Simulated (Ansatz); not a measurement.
Planning a run of Ansatz 0.2.0 on K2RbCoF6 (Fm-3m). The input:

```yaml
crystal:
  lattice:
    - [0.0, 4.4773684629, 4.4773684629]
    - [4.4773684629, 0.0, 4.4773684629]
    - [4.4773684629, 4.4773684629, 0.0]
  atoms:
    - { symbol: K, position: [0.75, 0.75, 0.75] }
    - { symbol: K, position: [0.25, 0.25, 0.25] }
    - { symbol: Rb, position: [0.5, 0.5, 0.5] }
    - { symbol: Co, position: [0.0, 0.0, 0.0] }
    - { symbol: F, position: [0.791258, 0.208742, 0.208742] }
    - { symbol: F, position: [0.208742, 0.208742, 0.791258] }
    - { symbol: F, position: [0.208742, 0.791258, 0.791258] }
    - { symbol: F, position: [0.208742, 0.791258, 0.208742] }
    - { symbol: F, position: [0.791258, 0.208742, 0.791258] }
    - { symbol: F, position: [0.791258, 0.791258, 0.208742] }
kpoints:
  mp_grid: { grid: [4, 4, 4] }
hamiltonian:
  xc: pbe
  pseudopotentials: { kind: paw, azcp: { folder: soft_1 } }
scf:
  occupations: { method: fixed }
  n_extra_bands: 123
output:
  optics: { e_range: [0, 25], de: 0.1, sigma: 0.2 }
```

```sh
ansatz run input.yaml --threads 2 --pin off --max-ram 92160MiB --backend cuda --events-out ev --progress --plain --runs-dir out --devices 1 --max-vram 13GiB
```

**Question.** How long will it take on 1 × NVIDIA H100 80GB HBM3 (shared by 6 runs) with 2 threads of AMD EPYC 7R13 (Zen 3), shared host, and how much memory?

It took 19 s; on shared hardware allow 9.5 s to 38 s. Peak host memory was 1.7 GiB.

[Paths, hosts, dates, memory and timing lines, banners, echoed tables and standing remarks are left out of the program output.]

[Logs are printed without paths, hosts, clocks, repeated set-up lines and the standing remarks that a program may print on its own settings, such as how far it seeks lower states.]

[Runs of the session that timed out or met a known fault of the program may be left out.]

[Cells called generated may have been cut or substituted from an entry of the Crystallography Open Database or the Materials Project.]

[Hosts, paths, dates, database ids (printed as entryN), source tags and the programs' standing remarks are cut or masked in the printed files.]
